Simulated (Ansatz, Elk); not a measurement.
# Bonding as seen by X-rays: La2Mn2Cd, part 2 of 2

The structure of La2Mn2Cd used here is made up (a known structure type with other elements) and was relaxed beforehand with PBE. The aim is the Fourier transform of its all-electron density, F(hkl), set beside the sum over free spherical atoms that refinements use.

Elk 11.2.3 (patched build); all-electron DFT.

So far: Set-up; Ground state and structure factors; The magnetisation density.

The structure was built from a prototype and need not be the compound's stable phase.

### Step 4. The highest occupied states alone

Level of this step: DFT, PBE, all-electron APW+lo, Dirac cores, scalar-relativistic bands, static density, ferromagnetic start (Elk).

An energy window below the Fermi level keeps the highest occupied states, to see at which angles they scatter; shallow core shells can lie inside it and anion s states outside. No new self-consistency is needed.

Contents of elk.in:

```
tasks
  195

xctype
  20

spinpol
  .true.

rgkmax
  7.0

gmaxvr
  14.0

lmaxo
  7

lmaxapw
  8

swidth
  0.002

tshift
  .false.

ramdisk
  .false.

hmaxvr
  5.5

maxscl
  120

epspot
  1e-06

reducebf
  0.8

wsfac
  -0.287170 0.564070

sppath
  './'

avec
  3.96640136976 -13.84521190031 -0.00000000000
  3.96640136976 13.84521190031 0.00000000000
  0.00000000000 0.00000000000 7.71520556965

atoms
  3
  'La.in'
  2
  0.3654448788 0.6345551212 0.5000000000   0.000000 0.000000 0.000000
  0.6345551212 0.3654448788 0.5000000000   0.000000 0.000000 0.000000
  'Cd.in'
  1
  -0.0000000000 0.0000000000 -0.0000000000   0.000000 0.000000 0.000000
  'Mn.in'
  2
  0.2007482906 0.7992517094 -0.0000000000   0.000000 0.000000 -0.145000
  0.7992517094 0.2007482906 -0.0000000000   0.000000 0.000000 -0.145000

ngridk
  5 5 5
```

Run with:

```bash
$ OMP_NUM_THREADS=4 elk
```

Numbers of over 12 decimals in the logs are rounded to 6 here.

The log of the run:

```text
┌─────────────────────────────────┐
│ Elk code version 11.2.3 started │
└─────────────────────────────────┘

Info(readinput): the functional depends on the density's gradient
 muffin-tin radial points multiplied by    2.00000
 (not where nrmtscf is given)

┌────────────────────┐
│ Current task : 195 │
└────────────────────┘
Info(checkmt): changed muffin-tin radius of species 3 (Mn) from   2.4000 to   2.3819

Info(sfacrho): density structure factors written to SFACRHO.OUT

 Energy window :  -0.2871700000      0.5640700000

┌──────────────────┐
│ Elk code stopped │
└──────────────────┘
```

The job ended after 22 s (4 threads of Arm Neoverse V1, shared host; peak memory 0.31 GiB; 31 s of CPU time).

States within 15 eV below the Fermi level hold 32.00 electrons; any levels below the window count with the cores. Their amplitudes can exceed the total, where window and core parts have opposite phase:

```tsv
hkl	sin θ/λ (Å⁻¹)	abs F, window	abs F, all
020	0.068	0.051	5.776
001	0.122	17.237	13.505
110	0.124	10.785	10.120
040	0.137	10.236	39.540
021	0.140	0.896	19.590
130	0.157	1.349	87.590
111	0.174	8.863	114.689
041	0.183	8.682	142.567
131	0.199	0.585	65.991
060	0.205	6.972	80.508
```

### Step 5. Another functional

The difference from free atoms is small, so it is set against the change that PBEsol makes.

elk.in: that of step 4 with these lines changed.

```diff
@@ -1,6 +1,8 @@
 tasks
+  0
   195
+  196
 
 xctype
-  20
+  22
 
@@ -42,5 +44,2 @@
 
-wsfac
-  -0.287170 0.564070
-
 sppath
```

Run with:

```bash
$ OMP_NUM_THREADS=4 elk
```

The log of the run:

```text
┌─────────────────────────┐
│ Elk code version 11.2.3 │
└─────────────────────────┘

All units are atomic (Hartree, Bohr, etc.)

┌─────────────────────────────────────────────────┐
│ Ground-state run starting from atomic densities │
└─────────────────────────────────────────────────┘

Lattice vectors :
   3.966401370      -13.84521190      -0.000000000
   3.966401370       13.84521190       0.000000000
   0.000000000       0.000000000       7.715205570

Reciprocal lattice vectors :
  0.7920511216     -0.2269082392       0.000000000
[...]
Moments :
 interstitial                :  -0.1438015668
 muffin-tins
  species : 1 (La)
[...]
species : 2 (Cd)
[...]
species : 3 (Mn)
   atom 1                    :    2.912186820
   atom 2                    :    2.912186820
 total in muffin-tins        :    5.463800144
 total moment                :    5.319998577

┌──────────────────────────────┐
│ Self-consistent loop stopped │
└──────────────────────────────┘

Warning : core states of species 1 leak from the muffin-tin :   0.2214227520E-03

Warning : core states of species 2 leak from the muffin-tin :   0.2425048605E-03

Wrote STATE.OUT
[key lines of the parts left out:]
total energy                :     -24897.249440154
```

The job ended after 7 min (4 threads; peak memory 0.65 GiB).

Against the first run R = 0.02 %; the largest change is -0.034 at 200. The moment goes from 5.33 to 5.32 μB.

### Step 6. Basis size

The basis and the expansions that go with it are enlarged, to see whether the differences are converged.

elk.in: that of step 5 with these lines changed.

```diff
@@ -6,3 +6,3 @@
 xctype
-  22
+  20
 
@@ -12,12 +12,12 @@
 rgkmax
-  7.0
+  8.5
 
 gmaxvr
-  14.0
+  18.0
 
 lmaxo
-  7
+  9
 
 lmaxapw
-  8
+  10
```

Run with:

```bash
$ OMP_NUM_THREADS=4 elk
```

The log of the run:

```text
┌─────────────────────────┐
│ Elk code version 11.2.3 │
└─────────────────────────┘

All units are atomic (Hartree, Bohr, etc.)

┌─────────────────────────────────────────────────┐
│ Ground-state run starting from atomic densities │
└─────────────────────────────────────────────────┘

Lattice vectors :
   3.966401370      -13.84521190      -0.000000000
   3.966401370       13.84521190       0.000000000
   0.000000000       0.000000000       7.715205570

Reciprocal lattice vectors :
  0.7920511216     -0.2269082392       0.000000000
[...]
Moments :
 interstitial                :  -0.2155901726
 muffin-tins
  species : 1 (La)
[...]
species : 2 (Cd)
[...]
species : 3 (Mn)
   atom 1                    :    2.967367771
   atom 2                    :    2.967367771
 total in muffin-tins        :    5.534243148
 total moment                :    5.318652975

┌──────────────────────────────┐
│ Self-consistent loop stopped │
└──────────────────────────────┘

Warning : core states of species 1 leak from the muffin-tin :   0.2188686386E-03

Warning : core states of species 2 leak from the muffin-tin :   0.2403048709E-03

Wrote STATE.OUT
[key lines of the parts left out:]
total energy                :     -24908.636701951
```

Elapsed: 13 min, on 4 threads; peak memory 0.9 GiB; 45 min of CPU time.

### Step 7. Settings against the effect

```tsv
run	R against the first run (%)	R against neutral atoms, low angle (%)	wall time
PBE, rgkmax 7	0.00	0.36	6.3 min
PBEsol	0.02	0.37	7 min
```

### Step 8. Results

| Item | Value |
| --- | --- |
| R against neutral atoms, sin θ/λ < 0.3 Å⁻¹ | 0.36 % |
| R against neutral atoms, 0.3 to 0.60 Å⁻¹ | 0.10 % |

Independent neutral atoms miss the calculated amplitudes by R = 0.36 % below 0.3 Å⁻¹ and 0.10 % from there to 0.60 Å⁻¹; by shells, 1.32 % below 0.15 Å⁻¹ (5 forms), 0.32 % 0.15 to 0.3 (22 forms), 0.07 % 0.3 to 0.45 (45 forms), 0.12 % above 0.45 (77 forms). Bonding, aspherical density and the tables' own atoms all enter these figures, and the runs don't part them. The largest change of an amplitude is -0.51 electrons, at 151. The magnetic order is that of the start. No other order was tried here, and an antiferromagnetic one would change or move the magnetic intensity. The window's part falls from 32.0 electrons at the origin to at most 2.00 between 0.45 and 0.60 Å⁻¹, where compact states inside the window still scatter. Below 0.3 Å⁻¹ the changes that finished (PBEsol) move F by R = 0.02 % at most, against the 0.36 % that separates it from free atoms. The magnetic factors move by R = 1.7 % (PBEsol). The basis has no finished test. The k-mesh has no finished test. Part of the difference isn't bonding: the tables are fits to free atoms and ions calculated by other methods than this functional. Thermal motion, anomalous dispersion and extinction are left out.

[Logs are printed without paths, hosts, clocks, repeated set-up lines and the standing remarks that a program may print on its own settings, such as how far it seeks lower states.]

[Hosts, paths, dates, database ids (printed as entryN), source tags and the programs' standing remarks are cut or masked in the printed files.]
